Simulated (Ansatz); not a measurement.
## Mg3ZnC (Pm-3m): phonons and vibrational spectra

Task: relax Mg3ZnC (Pm-3m), then find its harmonic phonons.

Method: DFT PBEsol, scalar-relativistic, plane waves, PAW; PAW set soft_1, in Ansatz 0.2.0.

## Step 1: The starting structure

It takes space group Pm-3m (No. 221, cubic). The conventional cell has a = 4.407 Å, b = 4.407 Å, c = 4.407 Å, α = 90.00°, β = 90.00°, γ = 90.00°. Mg has 2 C at 2.20 Å and 8 Mg at 3.12 Å and 4 Zn at 3.12 Å nearest. Zn has 12 Mg at 3.12 Å nearest. Nearest to C lie 6 Mg at 2.20 Å. Farther neighbours are not listed.

## Step 2: Relaxation

Harmonic phonons are second derivatives at a point where the forces vanish, and they are wanted at zero stress, so atoms and cell are relaxed first.

Contents of input.yaml:

```yaml
crystal:
  lattice:
    - [4.406931, 0.0, 0.0]
    - [0.0, 4.406931, 0.0]
    - [0.0, 0.0, 4.406931]
  atoms:
    - { symbol: Mg, position: [0.0, 0.5, 0.5] }
    - { symbol: Mg, position: [0.5, 0.5, 0.0] }
    - { symbol: Mg, position: [0.5, 0.0, 0.5] }
    - { symbol: Zn, position: [0.0, 0.0, 0.0] }
    - { symbol: C, position: [0.5, 0.5, 0.5] }
kpoints:
  mp_grid: { grid: [8, 8, 8] }
hamiltonian:
  xc: pbesol
  pseudopotentials: { kind: paw, azcp: { folder: soft_1 }, xc_functional: pbe }
scf:
  occupations: { method: gaussian, width: 0.1 }
output:
  forces: true
  stress: true
  eigenvalues: true
  write_density: true
  write_potential: true
  elf: true
  volumetric_format: npy
relax:
  adjacent_minimum: "off"
  f_tol: 0.005
  max_steps: 80
  cell: { stress_tol: 0.05 }
```

Command:

```sh
> ansatz run input.yaml --threads 4 --pin off --max-ram 10240MiB --backend cpu --events-out ev --progress --plain --runs-dir out
```

Numbers of over 12 decimals in the logs are rounded to 6 here.

Output:

```text
Engine: ansatz 0.2.0, x86_64-unknown-linux-gnu
Pseudopotentials: kind: paw
Pseudopotential: Mg, paw, valence charge 10, recommended cutoff 420 eV (normal), soft_1/Mg.paw.azcp
Pseudopotential: Zn, paw, valence charge 12, recommended cutoff 420 eV (normal), soft_1/Zn.paw.azcp
Pseudopotential: C, paw, valence charge 4, recommended cutoff 420 eV (normal), soft_1/C.paw.azcp
Functional definition: PBEsol
  exchange = pbesol_x
  correlation = pbesol_c
Crystal: 5 atoms, lattice volume = 85.587 Å³
Basis set: ecut = 420 eV, 1743 PW (Γ), exchange–correlation on 60×60×60 points (8 copies of the dense FFT grid, shifted against one another)
Bands: 28, of which v1, the nominal top of the filled ones, is band 23 counted from 1 (22 counted from 0)
Symmetry: 48 space group operations
Space group: Pm-3m (ITA 221), of the structure as read, at distance tolerance 4.4e-5 Å
k-points: 35 of 512
Non-local potential: Mg, projectors of the file, l = 0: 3, l = 1: 2, l = 2: 1
Non-local potential: Zn, projectors of the file, l = 0: 2, l = 1: 2, l = 2: 3, l = 3: 1
Non-local potential: C, projectors of the file, l = 0: 2, l = 1: 2, l = 2: 1
PAW form: soft (Blöchl's): semilocal exchange-correlation on the pseudo side does not see the compensation charge
PAW frozen core: Mg, regenerated for the run's functional, and the local potential with it (the file was generated under x = pbe(κ = 0.804, μ = 0.219515), c = pbe(β = 0.066725))
PAW frozen core: Zn, regenerated for the run's functional, and the local potential with it (the file was generated under x = pbe(κ = 0.804, μ = 0.219515), c = pbe(β = 0.066725))
PAW frozen core: C, regenerated for the run's functional, and the local potential with it (the file was generated under x = pbe(κ = 0.804, μ = 0.219515), c = pbe(β = 0.066725))
PAW one-centre angular grid: Mg, 110 points (default); XC on 64 Gauss nodes
PAW one-centre angular grid: Zn, 590 points (default); XC on 64 Gauss nodes
PAW one-centre angular grid: C, 110 points (default); XC on 64 Gauss nodes
Initial density: superposition of atomic densities (chi_scale 0.1, normalization cell, long waves kept (reshape's long-wave potential 0.00 eV rms))
Initial wavefunctions: pseudopotential atomic-orbital guess
Functional: x = pbesol(κ = 0.804, μ = 0.123457), c = pbesol(β = 0.046)
SCF iter   1: F=—  HF=-9264.501906 eV  |F-HF|=—  |Δ(HF+E_count)|=         —  Δρ=7.03e-2  dr2=8.63e0  ethr=3.10e-3  ⟨swp⟩=6.1  Hψ=4308  notcnv=0
preconditioner: auto → Kerker (q_TF=auto, 2.460 Å⁻¹)  [metal: Δε(μ)=0.041 eV  Ē_g=7.842 eV  σ=0.100 eV  W_gap=0.22  n_scr=18 (ndim 8)  ℏωp=18.8 eV  f_vac=0.000  D(μ)=1.63/eV (n_scr^D=6)]
SCF iter   2: F=—  HF=-9263.019081 eV  |F-HF|=—  |Δ(HF+E_count)|=    1.48e0  Δρ=2.42e-2  dr2=8.57e-1  ethr=3.10e-3  ⟨swp⟩=2.9  Hψ=1918  notcnv=0  defer=21
preconditioner: auto → Resta (q_TF=auto, 2.460 Å⁻¹)  ε∞=6.0  [insulator: Δε(μ)=0.190 eV  Ē_g=8.400 eV  σ=0.100 eV  W_gap=0.81  n_scr=18 (ndim 8)  ℏωp=18.8 eV  f_vac=0.000  D(μ)=0.85/eV (n_scr^D=0)  ε∞_Penn≈6.0]
SCF iter   3: F=—  HF=-9262.825213 eV  |F-HF|=—  |Δ(HF+E_count)|=   1.94e-1  Δρ=1.56e-2  dr2=2.41e-1  ethr=1.86e-3  ⟨swp⟩=2.0  Hψ=1765  notcnv=0  defer=21
SCF iter   4: F=—  HF=-9262.772934 eV  |F-HF|=—  |Δ(HF+E_count)|=   5.23e-2  Δρ=9.05e-3  dr2=5.03e-2  ethr=5.25e-4  ⟨swp⟩=2.0  Hψ=1517  notcnv=0  defer=21
SCF iter   5: F=—  HF=-9262.763699 eV  |F-HF|=—  |Δ(HF+E_count)|=   9.23e-3  Δρ=2.67e-3  dr2=4.17e-3  ethr=1.09e-4  ⟨swp⟩=2.0  Hψ=1676  notcnv=0  defer=21
SCF iter   6: F=—  HF=-9262.762998 eV  |F-HF|=—  |Δ(HF+E_count)|=   7.02e-4  Δρ=6.50e-4  dr2=3.47e-4  ethr=9.06e-6  ⟨swp⟩=2.0  Hψ=1300  notcnv=0  defer=21
SCF iter   7: F=—  HF=-9262.763023 eV  |F-HF|=—  |Δ(HF+E_count)|=   2.55e-5  Δρ=2.37e-4  dr2=2.13e-5  ethr=7.54e-7  ⟨swp⟩=2.2  Hψ=1384  notcnv=0  defer=21
SCF iter   8: F=—  HF=-9262.763096 eV  |F-HF|=—  |Δ(HF+E_count)|=   7.27e-5  Δρ=4.63e-5  dr2=1.58e-6  ethr=4.62e-8  ⟨swp⟩=2.0  Hψ=1583  notcnv=0  defer=21
SCF iter   9: F=—  HF=-9262.763096 eV  |F-HF|=—  |Δ(HF+E_count)|=   1.69e-7  Δρ=1.21e-5  dr2=1.09e-7  ethr=3.44e-9  ⟨swp⟩=2.7  Hψ=1647  notcnv=0  defer=21
SCF iter  10: F=-9262.763096 eV  HF=-9262.763096 eV  |F-HF|=1.12e-8  |Δ(HF+E_count)|=   1.00e-8  Δρ=2.87e-6  dr2=1.43e-8  ethr=2.17e-10  ⟨swp⟩=11.1  Hψ=6047  notcnv=0
SCF 1 converged in 10 iterations: F = -9262.763096 eV  dr2 = 1.43e-8
  greatest PAW one-centre occupation: 1.000 electrons in one spin orbital (limit 2), on the Mg atom at site 2 (counted from 0), in its partial waves of l = 0
relax step   1: F+E_penalty+E_count = -9262.76309570 eV  Δ(F+E_penalty+E_count) = +0.000e0 eV  max|allowed force component| = 1.672e-28 eV/Å  Δτ_max = 0.0000 Å  P = -1.869 GPa  Ω = 85.587 Å³  (10 SCF iters, dr2 threshold 1.00e-7 eV, accepted)
Crystal: 5 atoms, lattice volume = 83.678 Å³
Basis set: ecut = 420 eV, 1647 PW (Γ), exchange–correlation on 60×60×60 points (8 copies of the dense FFT grid, shifted against one another)
Initial density: handed on by an earlier stage of this run
Initial wavefunctions: those handed on with the density
iter 1 solved again at ethr=4.63e-5 eV; its pass at ethr=3.10e-3 eV (dr2=2.13e-2 eV) is discarded
SCF iter   1: F=—  HF=-9262.782202 eV  |F-HF|=—  |Δ(HF+E_count)|=         —  Δρ=3.43e-3  dr2=2.14e-2  ethr=4.63e-5  ⟨swp⟩=1.0  Hψ=4738  notcnv=0
preconditioner: auto → Kerker (q_TF=auto, 2.469 Å⁻¹)  [metal: Δε(μ)=0.043 eV  Ē_g=8.497 eV  σ=0.100 eV  W_gap=0.24  n_scr=18 (ndim 8)  ℏωp=19.0 eV  f_vac=0.000  D(μ)=2.13/eV (n_scr^D=18)]
SCF iter   2: F=—  HF=-9262.778445 eV  |F-HF|=—  |Δ(HF+E_count)|=   3.76e-3  Δρ=7.47e-4  dr2=1.12e-3  ethr=4.63e-5  ⟨swp⟩=2.0  Hψ=1249  notcnv=0
SCF iter   3: F=—  HF=-9262.778184 eV  |F-HF|=—  |Δ(HF+E_count)|=   2.62e-4  Δρ=4.78e-4  dr2=4.10e-4  ethr=2.44e-6  ⟨swp⟩=2.0  Hψ=1183  notcnv=0
SCF iter   4: F=—  HF=-9262.778121 eV  |F-HF|=—  |Δ(HF+E_count)|=   6.26e-5  Δρ=3.41e-4  dr2=1.06e-4  ethr=8.92e-7  ⟨swp⟩=2.0  Hψ=1296  notcnv=0
SCF iter   5: F=—  HF=-9262.778091 eV  |F-HF|=—  |Δ(HF+E_count)|=   3.05e-5  Δρ=1.03e-4  dr2=8.16e-6  ethr=2.31e-7  ⟨swp⟩=2.0  Hψ=1334  notcnv=0
SCF iter   6: F=-9262.778088 eV  HF=-9262.778088 eV  |F-HF|=4.18e-8  |Δ(HF+E_count)|=   2.70e-6  Δρ=2.24e-5  dr2=3.83e-7  ethr=1.09e-9  ⟨swp⟩=8.1  Hψ=7135  notcnv=0
SCF 2 converged in 6 iterations: F = -9262.778088 eV  dr2 = 3.83e-7
  greatest PAW one-centre occupation: 1.000 electrons in one spin orbital (limit 2), on the Mg atom at site 0 (counted from 0), in its partial waves of l = 0
relax step   2: F+E_penalty+E_count = -9262.77808796 eV  Δ(F+E_penalty+E_count) = -1.499e-2 eV  max|allowed force component| = 1.444e-29 eV/Å  Δτ_max = 0.0000 Å  P = -0.502 GPa  Ω = 83.678 Å³  energy of the carried Pulay correction = +7.058e-4 eV  (6 SCF iters, dr2 threshold 5.00e-7 eV, accepted)
Crystal: 5 atoms, lattice volume = 82.997 Å³
iter 1 solved again at ethr=6.26e-6 eV; its pass at ethr=3.10e-3 eV (dr2=2.88e-3 eV) is discarded
SCF iter   1: F=—  HF=-9262.779916 eV  |F-HF|=—  |Δ(HF+E_count)|=         —  Δρ=1.28e-3  dr2=2.95e-3  ethr=6.26e-6  ⟨swp⟩=2.0  Hψ=4205  notcnv=0
preconditioner: auto → Kerker (q_TF=auto, 2.473 Å⁻¹)  [metal: Δε(μ)=0.032 eV  Ē_g=8.548 eV  σ=0.100 eV  W_gap=0.18  n_scr=18 (ndim 8)  ℏωp=19.1 eV  f_vac=0.000  D(μ)=2.26/eV (n_scr^D=18)]
SCF iter   2: F=—  HF=-9262.779405 eV  |F-HF|=—  |Δ(HF+E_count)|=   5.11e-4  Δρ=2.63e-4  dr2=1.56e-4  ethr=6.26e-6  ⟨swp⟩=2.0  Hψ=1250  notcnv=0
SCF iter   3: F=—  HF=-9262.779379 eV  |F-HF|=—  |Δ(HF+E_count)|=   2.52e-5  Δρ=1.79e-4  dr2=5.73e-5  ethr=3.39e-7  ⟨swp⟩=2.0  Hψ=1187  notcnv=0
SCF iter   4: F=—  HF=-9262.779367 eV  |F-HF|=—  |Δ(HF+E_count)|=   1.24e-5  Δρ=1.30e-4  dr2=1.44e-5  ethr=1.25e-7  ⟨swp⟩=2.0  Hψ=1307  notcnv=0
SCF iter   5: F=—  HF=-9262.779363 eV  |F-HF|=—  |Δ(HF+E_count)|=   4.34e-6  Δρ=4.04e-5  dr2=1.24e-6  ethr=3.12e-8  ⟨swp⟩=2.0  Hψ=1329  notcnv=0
SCF iter   6: F=-9262.779362 eV  HF=-9262.779362 eV  |F-HF|=8.01e-9  |Δ(HF+E_count)|=   3.90e-7  Δρ=8.30e-6  dr2=5.21e-8  ethr=1.09e-9  ⟨swp⟩=9.4  Hψ=6700  notcnv=0
SCF 3 converged in 6 iterations: F = -9262.779362 eV  dr2 = 5.21e-8
relax step   3: F+E_penalty+E_count = -9262.77936233 eV  Δ(F+E_penalty+E_count) = -1.274e-3 eV  max|allowed force component| = 9.489e-30 eV/Å  Δτ_max = 0.0000 Å  P = +0.026 GPa  Ω = 82.997 Å³  energy of the carried Pulay correction = +9.613e-4 eV  (6 SCF iters, dr2 threshold 5.00e-7 eV, accepted)
Initial wavefunctions: pseudopotential atomic-orbital guess (no wavefunctions were taken with the density)
iter 1 solved again at ethr=3.76e-7 eV; its pass at ethr=3.10e-3 eV (dr2=1.73e-4 eV) is discarded
SCF iter   1: F=—  HF=-9262.778461 eV  |F-HF|=—  |Δ(HF+E_count)|=         —  Δρ=5.69e-5  dr2=7.22e-7  ethr=3.76e-7  ⟨swp⟩=2.9  Hψ=6571  notcnv=0
preconditioner: auto → Kerker (q_TF=auto, 2.473 Å⁻¹)  [metal: Δε(μ)=0.032 eV  Ē_g=8.559 eV  σ=0.100 eV  W_gap=0.18  n_scr=18 (ndim 8)  ℏωp=19.1 eV  f_vac=0.000  D(μ)=2.36/eV (n_scr^D=18)]
SCF iter   2: F=—  HF=-9262.778473 eV  |F-HF|=—  |Δ(HF+E_count)|=   1.20e-5  Δρ=7.85e-5  dr2=2.35e-6  ethr=1.57e-9  ⟨swp⟩=2.0  Hψ=1782  notcnv=0
SCF iter   3: F=—  HF=-9262.778473 eV  |F-HF|=—  |Δ(HF+E_count)|=   4.50e-8  Δρ=1.06e-5  dr2=5.87e-8  ethr=1.57e-9  ⟨swp⟩=2.0  Hψ=1283  notcnv=0
SCF iter   4: F=—  HF=-9262.778473 eV  |F-HF|=—  |Δ(HF+E_count)|=   1.91e-7  Δρ=4.83e-6  dr2=8.92e-9  ethr=1.28e-10  ⟨swp⟩=2.0  Hψ=1328  notcnv=0
SCF iter   5: F=—  HF=-9262.778473 eV  |F-HF|=—  |Δ(HF+E_count)|=   2.26e-8  Δρ=2.03e-6  dr2=4.60e-9  ethr=1.94e-11  ⟨swp⟩=2.0  Hψ=1370  notcnv=0
SCF iter   6: F=—  HF=-9262.778473 eV  |F-HF|=—  |Δ(HF+E_count)|=  8.55e-11  Δρ=6.38e-7  dr2=5.11e-10  ethr=9.99e-12  ⟨swp⟩=2.0  Hψ=1319  notcnv=0
SCF iter   7: F=-9262.778473 eV  HF=-9262.778473 eV  |F-HF|=1.64e-11  |Δ(HF+E_count)|=  1.00e-10  Δρ=1.84e-7  dr2=3.27e-11  ethr=1.00e-12  ⟨swp⟩=4.3  Hψ=4764  notcnv=0
SCF 4 converged in 7 iterations: F = -9262.778473 eV  dr2 = 3.27e-11
  greatest PAW one-centre occupation: 1.000 electrons in one spin orbital (limit 2), on the Mg atom at site 1 (counted from 0), in its partial waves of l = 0
relax step   4: F+E_penalty+E_count = -9262.77847291 eV  Δ(F+E_penalty+E_count) = +8.894e-4 eV  max|allowed force component| = 4.214e-30 eV/Å  Δτ_max = 0.0000 Å  P = +0.015 GPa  Ω = 82.997 Å³  stress off target by 1.51e-2 GPa  SCF on the basis re-selected at this cell (its energy is not comparable with the rows above)  (7 SCF iters)
basis re-selected at this cell: Δ(F+E_penalty+E_count) = +8.894e-4 eV, ΔP = -0.011 GPa vs the last step (what re-selecting the basis moved, of the pressure what is left beyond the Pulay correction that the steps carried, after the strain that the cell walked since its last selection, with what the two solves' SCF thresholds leave and, on support functions, any second-order correction that the steps lacked; it is no m [...]
SCF converged after 7 iterations
Free energy (F): -9262.778473 eV
Harris-Foulkes:  -9262.778473 eV  (|F-HF|=1.64e-11)
Internal energy: -9262.766672 eV  (E = F + TS)
E sigma→0 (E₀):  -9262.772572 eV
Entropy (-TS):   -0.011801 eV (-2.360 meV/atom)
Fermi energy:    7.284359 eV
--- Per-component energies (eV) ---
  E_band       = -991.582928
  E_kinetic    = 441.436492
  E_local      = -6937.675625  (includes V_loc(G=0)·N_el)
  E_nonlocal   = 1427.795558
  E_hartree    = 2417.360766
  E_xc         = -203.071760
  E_vxc        = -211.042910  (∫ρ·V_xc dr)
  E_paw        = -2821.114494  (= ΣΔE_a)
  E_vpaw       = -546.817211  (= ΣTr[D̂ρ^β])
  E_aug_tail   = -0.000727  (compensation charges beyond the density's cutoff)
  E_ewald      = -3588.491926
  E_core_change = 0.995043  (= ΣΔE_core)
  E_smearing   = -0.011801  (= −TS)
  E_closure    = -0.000000  (closes the sum)
  Σ components = -9262.778473   (vs F -9262.778473, Δ=0.00e0)
--- Forces (eV/Å), atoms counted from 1 ---
  atom   1  Mg    -0.00000000     0.00000000    -0.00000000
  atom   2  Mg    -0.00000000     0.00000000     0.00000000
  atom   3  Mg    -0.00000000    -0.00000000     0.00000000
  atom   4  Zn     0.00000000    -0.00000000    -0.00000000
  atom   5  C     -0.00000000    -0.00000000     0.00000000
  max |Σ_I F_I| component: 8.85e-30 eV/Å
--- Stress (GPa, compression-positive) ---
        0.015111      -0.000000       0.000000
       -0.000000       0.015111      -0.000000
       -0.000000      -0.000000       0.015111
  P = ⅓ Tr σ = 0.0151 GPa (0.151 kbar)
--- Band table (eV; the first three rows and the last of 35) ---
  k-point 0: bands = [... 19 lower, 4.5883, 4.5883, 4.5883, 8.9669, 8.9669, 10.0052, 10.0052, 10.0052, ... 1 higher]
  k-point 1: bands = [... 19 lower, 4.5572, 4.6525, 4.6525, 8.5849, 9.0781, 9.8023, 9.8023, 10.3203, ... 1 higher]
  k-point 2: bands = [... 19 lower, 4.6258, 4.8223, 4.8223, 7.6739, 9.3034, 9.3034, 9.4043, 11.3173, ... 1 higher]
  k-point 34: bands = [... 19 lower, 3.8755, 3.8755, 4.1148, 5.4415, 5.4415, 5.4415, 12.3652, 12.3652, ... 1 higher]
--- Relaxed structure (3 steps of the walk, 3 accepted, 1 SCFs on fresh bases) ---
  F+E_penalty+E_count = -9262.77847291 eV   max|allowed force component| = 4.214e-30 eV/Å   (the final SCF, on the basis selected at the relaxed cell)
  cell:  # Å, volume = 82.9975 Å³
    - [4.362027, 0, 0]
    - [0, 4.362027, 0]
    - [0, 0, 4.362027]
  atoms:
    - { symbol: Mg, position: [0, 0.5, 0.5] }
    - { symbol: Mg, position: [0.5, 0.5, 0] }
    - { symbol: Mg, position: [0.5, 0, 0.5] }
    - { symbol: Zn, position: [0, 0, 0] }
    - { symbol: C, position: [0.5, 0.5, 0.5] }
```

The job ended after 5.7 s (4 threads of Intel Xeon Platinum 8559C (Emerald Rapids), shared host; peak memory 0.47 GiB).

Relaxation path:

| step | energy less that of the first step (eV) | largest force component (eV/Å) | pressure (GPa) | volume (Å³) |
| --- | --- | --- | --- | --- |
| 1 | 0.0000 | 0.0000 | -1.87 | 85.59 |
| 2 | -0.0150 | 0.0000 | -0.50 | 83.68 |
| 3 | -0.0163 | 0.0000 | 0.03 | 83.00 |
| 4* | -0.0154 | 0.0000 | 0.02 | 83.00 |

Relaxation steps marked * repeat the geometry before them on a plane-wave basis chosen anew for their cell, so energy and pressure can jump there.

Forces are held to the 48 operations that the run works with; a distortion that breaks them can't arise in this run.

| conventional cell, symmetrised | before | after | change |
| --- | --- | --- | --- |
| a (Å) | 4.407 | 4.362 | -1.0 % |
| b (Å) | 4.407 | 4.362 | -1.0 % |
| c (Å) | 4.407 | 4.362 | -1.0 % |
| volume (Å³/atom) | 17.12 | 16.60 | -3.0 % |

Final coordinates:

```xyz
5
Lattice="4.3620 0.0000 0.0000 0.0000 4.3620 0.0000 0.0000 0.0000 4.3620" Properties=species:S:1:pos:R:3 pbc="T T T"
Mg    0.0000    2.1810    2.1810
Mg    2.1810    2.1810    0.0000
Mg    2.1810    0.0000    2.1810
Zn    0.0000    0.0000    0.0000
C     2.1810    2.1810    2.1810
```

Numbers from this step:

```yaml
pressure: 0.01511 GPa
volume_per_atom: 16.60 Å³
gap_on_the_k_mesh: 0 eV
```

Valence density in the ac plane at fractional y = 0.500, with atoms of Mg and C within 0.2 Å of it. It is the smooth field of the valence electrons, not physical close to the nuclei.

Ten steps, logarithmic in the rise over the least value, from '_' (0 e/Å³) to '@' (25 e/Å³), each cell a mean:
```
__________==%%@@##::________
__________..==++--__________
____________......__________
__________..........________
--..____..::::--::....____::
%%**::..::----==--::....--##
@@%%--..::--======--....++@@
@@##::..::--====--::....==%%
++--..__..::------::..__..==
________....::::::..________
____________......__________
__________..::--::__________
__________--##%%**..________
__________++@@@@%%--________
```
Columns run along a (4.4 Å), rows up along c (4.4 Å). Atoms in or near the plane, at fractional coordinates: Mg at (0.00, 0.50), Mg at (0.50, 0.00), C at (0.50, 0.50).

ELF in the ac plane at fractional y = 0.500, with atoms of Mg and C within 0.2 Å of it. It is the smooth field of the valence electrons, not physical close to the nuclei.

Ten even steps from '_' (0.06) to '@' (0.81), each cell a mean:
```
------..__::--::--..__::----
------::____::::..____::----
..::::----::......::----::::
____..==**##%%##%%##**--____
::____==%%@@@@@@@@@@##::__..
----__--@@@@##++%%@@%%....--
__::..--@@%%::__++@@##..::::
::--..--@@@@++::##@@%%..::--
--::__==@@@@@@%%@@@@##::__::
____..==##@@@@@@@@%%**--____
....::--====------====--::..
------::..__....____..::----
------..__::--::--____::----
==----..__--::__--::__..----
```
Columns run along a (4.4 Å), rows up along c (4.4 Å). Atoms in or near the plane, at fractional coordinates: Mg at (0.00, 0.50), Mg at (0.50, 0.00), C at (0.50, 0.50).

Electrostatic potential energy in the ac plane at fractional y = 0.500, with atoms of Mg and C within 0.2 Å of it. With pseudopotentials it is smooth inside the atoms' cores, unlike the true potential.

Ten even steps from '0' (-86 eV) to '9' (10 eV), each cell a mean:
```
99998510379999
99999754689999
99999988999999
99999999999999
67999988899987
14799854689963
01699632489840
03799743589851
46899976899975
88999999999998
99999999999999
99999876799999
99998631479999
99998400169999
```
Columns run along a (4.4 Å; values clipped at the 3rd and 97th percentile), rows up along c (4.4 Å). Atoms in or near the plane, at fractional coordinates: Mg at (0.00, 0.50), Mg at (0.50, 0.00), C at (0.50, 0.50).

In this step the volume went from 17.12 to 16.60 Å³/atom.

## Step 3: Relaxing to small forces for the phonons

Phonons need a cell at rest on their own settings, so the relaxation is repeated with tight tolerances on forces and stress, using the mesh and the filling of the phonon run that follows.

input.yaml, the sections that differ from step 2:

```yaml
crystal:
  lattice:
    - [4.3620267219, 0.0, 0.0]
    - [0.0, 4.3620267219, 0.0]
    - [0.0, 0.0, 4.3620267219]
  atoms:
    - { symbol: Mg, position: [0.0, 0.5, 0.5] }
    - { symbol: Mg, position: [0.5, 0.5, 0.0] }
    - { symbol: Mg, position: [0.5, 0.0, 0.5] }
    - { symbol: Zn, position: [0.0, 0.0, 0.0] }
    - { symbol: C, position: [0.5, 0.5, 0.5] }
scf:
  occupations: { method: methfessel_paxton, width: 0.2 }
output:
  forces: true
  stress: true
  eigenvalues: true
relax:
  adjacent_minimum: "off"
  f_tol: 0.001
  max_steps: 60
  cell: { stress_tol: 0.01 }
# kpoints, hamiltonian: as in step 2
```

Output:

```text
[...]
Crystal: 5 atoms, lattice volume = 82.997 Å³
Basis set: ecut = 420 eV, 1647 PW (Γ), exchange–correlation on 60×60×60 points (8 copies of the dense FFT grid, shifted against one another)
Bands: 28, of which v1, the nominal top of the filled ones, is band 23 counted from 1 (22 counted from 0)
Symmetry: 48 space group operations
[...]
k-points: 35 of 512
[...]
--- Relaxed structure (2 steps of the walk, 2 accepted, 1 SCFs on fresh bases) ---
[...]
cell:  # Å, volume = 83.0241 Å³
    - [4.362494, 0, 0.0]
    - [0, 4.362494, 0]
    - [0.0, 0, 4.362494]
  atoms:
    - { symbol: Mg, position: [0, 0.5, 0.5] }
    - { symbol: Mg, position: [0.5, 0.5, 0] }
    - { symbol: Mg, position: [0.5, 0, 0.5] }
    - { symbol: Zn, position: [0, 0, 0] }
    - { symbol: C, position: [0.5, 0.5, 0.5] }
[key lines of the parts left out:]
SCF converged after 6 iterations
Free energy (F): -9262.774273 eV
Fermi energy:    7.278461 eV
P = ⅓ Tr σ = 0.0080 GPa (0.080 kbar)
```

It took 3.4 s on 4 threads; peak memory 0.46 GiB.

Little changed from the start: no atom moved by 0.005 Å and no cell edge by 0.1 %.

This step gave:

* pressure: 0.007962 GPa

The forces vanish by symmetry and the pressure is 0.008 GPa, within the tolerances set. The cell now holds 16.60 Å³/atom.

(Part 1 of 3 ends here.)

[Logs are printed without paths, hosts, clocks, repeated set-up lines and the standing remarks that a program may print on its own settings, such as how far it seeks lower states.]

[Hosts, paths, dates, database ids (printed as entryN), source tags and the programs' standing remarks are cut or masked in the printed files.]
